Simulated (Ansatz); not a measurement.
# BiSb (model cell, started as CsCl type): relaxing the cell for a phonon run

Aim: bring BiSb (model cell, started as CsCl type) to small forces and stress, as phonons need.

Calculated with Ansatz 0.2.0; DFT PBEsol, scalar-relativistic, plane waves, norm-conserving pseudopotentials.

Most raw output is cut from this account.

The structure was built from a prototype and need not be the compound's stable phase.

## (1) Set-up

The structure is cubic, space group Pm-3m (No. 221). Conventional cell: a = 3.723 Å, b = 3.723 Å, c = 3.723 Å, α = 90.00°, β = 90.00°, γ = 90.00°. Nearest to Sb lie 8 Bi at 3.22 Å. Bi has 8 Sb at 3.22 Å nearest. Farther neighbours are not listed.

## (2) Probe on a coarse mesh

First a cheap look: the gap decides the mesh and the occupations, the pressure tells how far the cell has to move.

File input.yaml:

```yaml
crystal:
  lattice:
    - [3.72275, 0.0, 0.0]
    - [0.0, 3.72275, 0.0]
    - [0.0, 0.0, 3.72275]
  atoms:
    - { symbol: Sb, position: [0.0, 0.0, 0.0] }
    - { symbol: Bi, position: [0.5, 0.5, 0.5] }
kpoints:
  mp_grid: { grid: [6, 6, 6] }
hamiltonian:
  xc: pbesol
  pseudopotentials: { kind: nc }
scf:
  occupations: { method: gaussian, width: 0.1 }
output:
  forces: true
  stress: true
  eigenvalues: true
```

Started as:

```sh
> ansatz run input.yaml --threads 4 --pin off --max-ram 7168MiB --backend cpu --events-out ev --progress --plain --runs-dir out
```

Wall time 1.5 s (4 threads of Arm Neoverse V2, shared host); peak memory 0.43 GiB; 4.1 s of CPU time.

This step gave:

```yaml
pressure: 6.686 GPa
volume_per_atom: 25.80 Å³
gap_on_the_k_mesh: 0 eV
```

The coarse mesh shows no gap and a pressure of 6.7 GPa.

## (3) Relaxation

The cell and atoms are relaxed, since residual forces and stress would shift the frequencies.

input.yaml, the sections that differ from step 2:

```yaml
kpoints:
  mp_grid: { grid: [10, 10, 10] }
output:
  forces: true
  stress: true
  eigenvalues: true
  write_density: true
  write_potential: true
  elf: true
  volumetric_format: npy
relax:
  adjacent_minimum: "off"
  f_tol: 0.005
  max_steps: 80
  cell: { stress_tol: 0.05 }
# crystal, hamiltonian, scf: as in step 2
```

It took 23 s on 4 threads; peak memory 0.55 GiB.

The steps of the relaxation:

| step | energy less that of the first step (eV) | largest force component (eV/Å) | pressure (GPa) | volume (Å³) |
| --- | --- | --- | --- | --- |
| 1 | 0.0000 | 0.0000 | 6.75 | 51.59 |
| 2 | -0.0423 | 0.0000 | -3.82 | 59.51 |
| 3 | -0.0855 | 0.0000 | -0.39 | 56.38 |
| 4 | -0.0860 | 0.0000 | 0.02 | 56.05 |
| 5* | -0.0903 | 0.0000 | 0.24 | 56.05 |
| 6 | -0.0903 | 0.0000 | 0.01 | 56.25 |
| 7* | -0.0904 | 0.0000 | 0.02 | 56.25 |

Relaxation steps marked * repeat the geometry before them on a plane-wave basis chosen anew for their cell, so energy and pressure can jump there.

Forces are held to the 48 operations that the run works with; a distortion that breaks them can't arise in this run.

| conventional cell, symmetrised | before | after | change |
| --- | --- | --- | --- |
| a (Å) | 3.723 | 3.832 | +2.9 % |
| b (Å) | 3.723 | 3.832 | +2.9 % |
| c (Å) | 3.723 | 3.832 | +2.9 % |
| volume (Å³/atom) | 25.80 | 28.13 | +9.0 % |

The relaxed structure:

```xyz
2
Lattice="3.8316 0.0000 0.0000 0.0000 3.8316 0.0000 0.0000 0.0000 3.8316" Properties=species:S:1:pos:R:3 pbc="T T T"
Sb    0.0000    0.0000    0.0000
Bi    1.9158    1.9158    1.9158
```

This step gave:

| Quantity | Value |
| --- | --- |
| pressure | 0.01590 GPa |
| volume per atom | 28.13 Å³ |

Electrostatic potential energy in the ac plane at fractional y = 0.000, with atoms of Sb within 0.2 Å of it. With pseudopotentials it is smooth inside the atoms' cores, unlike the true potential.

Ten even steps from '0' (-16 eV) to '9' (16 eV), each cell a mean:
```
89216899985049
63047899986204
00368999988620
55788999998865
88899999999888
99999999999999
99999999999999
99999999999999
88999999999988
66789999998876
12578999998641
41057999987302
99126899985039
59416899985068
```
Columns run along a (3.8 Å; values clipped at the 3rd and 97th percentile), rows up along c (3.8 Å). Atoms in or near the plane, at fractional coordinates: Sb at (0.00, 0.00).

ELF in the ac plane at fractional y = 0.000, with atoms of Sb within 0.2 Å of it. It is the smooth field of the valence electrons, not physical close to the nuclei.

Ten even steps from '0' (0.03) to '9' (0.46), each cell a mean:
```
16768842598584
88679732489668
65699632479865
78997432358998
98875322245789
54433222223445
22222222222222
44332222223334
87754322234678
89997422357998
56799532379976
87579732489667
37769742488586
03858842597681
```
Columns run along a (3.8 Å), rows up along c (3.8 Å). Atoms in or near the plane, at fractional coordinates: Sb at (0.00, 0.00).

Valence density in the ac plane at fractional y = 0.000, with atoms of Sb within 0.2 Å of it. It is the smooth field of the valence electrons, not physical close to the nuclei.

Ten steps, logarithmic in the rise over the least value, from '0' (0.1 e/Å³) to '9' (8.2 e/Å³), each cell a mean:
```
99853100023599
98642100013479
65432100012345
33221000001233
22110000000112
00000000000000
00000000000000
00000000000000
11110000000111
33211000001223
54321100012345
87532100012468
99743100023589
59853100023699
```
Columns run along a (3.8 Å), rows up along c (3.8 Å). Atoms in or near the plane, at fractional coordinates: Sb at (0.00, 0.00).

In this step the volume went from 25.80 to 28.13 Å³/atom.

## (4) Relaxation

The relaxation is repeated from its end on the same settings, as a check that it has come to rest.

input.yaml, the sections that differ from step 3:

```yaml
crystal:
  lattice:
    - [3.8315501665, 0.0, 0.0]
    - [0.0, 3.8315501665, 0.0]
    - [0.0, 0.0, 3.8315501665]
  atoms:
    - { symbol: Sb, position: [0.0, 0.0, 0.0] }
    - { symbol: Bi, position: [0.5, 0.5, 0.5] }
output:
  forces: true
  stress: true
  eigenvalues: true
# kpoints, hamiltonian, scf, relax: as in step 3
```

Run time: 7.7 s. Hardware: 4 threads; peak memory 0.55 GiB; 29 s of CPU time.

Little changed from the start: no atom moved by 0.005 Å and no cell edge by 0.1 %.

In this step the volume went from 28.13 to 28.13 Å³/atom.

## (5) Tight relaxation

Phonons need a cell at rest on their own settings, so the relaxation is repeated with tight tolerances on forces and stress, using the mesh and the filling of the phonon run that follows.

input.yaml, the sections that differ from step 4:

```yaml
kpoints:
  mp_grid: { grid: [12, 12, 12] }
scf:
  occupations: { method: methfessel_paxton, width: 0.15 }
relax:
  adjacent_minimum: "off"
  f_tol: 0.001
  max_steps: 60
  cell: { stress_tol: 0.01 }
# crystal, hamiltonian, output: as in step 4
```

Elapsed: 19 s, on 4 threads; peak memory 0.62 GiB.

Relaxation path:

| step | energy less that of the first step (eV) | largest force component (eV/Å) | pressure (GPa) | volume (Å³) |
| --- | --- | --- | --- | --- |
| 1 | 0.0000 | 0.0000 | -0.29 | 56.25 |
| 2 | -0.0003 | 0.0000 | 0.16 | 55.87 |
| 3 | -0.0003 | 0.0000 | 0.00 | 56.00 |
| 4* | -0.0002 | 0.0000 | -0.01 | 56.00 |

Relaxation steps marked * repeat the geometry before them on a plane-wave basis chosen anew for their cell, so energy and pressure can jump there.

Forces are held to the 48 operations that the run works with; a distortion that breaks them can't arise in this run.

| conventional cell, symmetrised | before | after | change |
| --- | --- | --- | --- |
| a (Å) | 3.832 | 3.826 | -0.1 % |
| b (Å) | 3.832 | 3.826 | -0.1 % |
| c (Å) | 3.832 | 3.826 | -0.1 % |
| volume (Å³/atom) | 28.13 | 28.00 | -0.4 % |

Final coordinates:

```xyz
2
Lattice="3.8259 0.0000 0.0000 0.0000 3.8259 0.0000 0.0000 0.0000 3.8259" Properties=species:S:1:pos:R:3 pbc="T T T"
Sb    0.0000    0.0000    0.0000
Bi    1.9130    1.9130    1.9130
```

This step gave:

| Quantity | Value |
| --- | --- |
| pressure | -0.006452 GPa |
| volume per atom | 28.00 Å³ |

The forces vanish by symmetry and the pressure is -0.006 GPa, within the tolerances set. The cell now holds 28.00 Å³/atom.

## (6) Summary of results

- space group after relaxation (within 0.01 Å): Pm-3m
- lattice constant a: 3.826 Å
- lattice constant b: 3.826 Å
- lattice constant c: 3.826 Å
- volume per atom: 28.0 Å³

In words: The forces vanish by symmetry and the pressure is -0.006 GPa, within the tolerances set. The cell now holds 28.00 Å³/atom. The relaxation keeps the symmetry of its start, so it says nothing on stability against lower symmetry. Spin-orbit coupling is left out, which can matter for the heavy elements here. The starting cell was built on a prototype and not taken from a measurement, so the phase need not exist.

[Logs are printed without paths, hosts, clocks, repeated set-up lines and the standing remarks that a program may print on its own settings, such as how far it seeks lower states.]

[Hosts, paths, dates, database ids (printed as entryN), source tags and the programs' standing remarks are cut or masked in the printed files.]
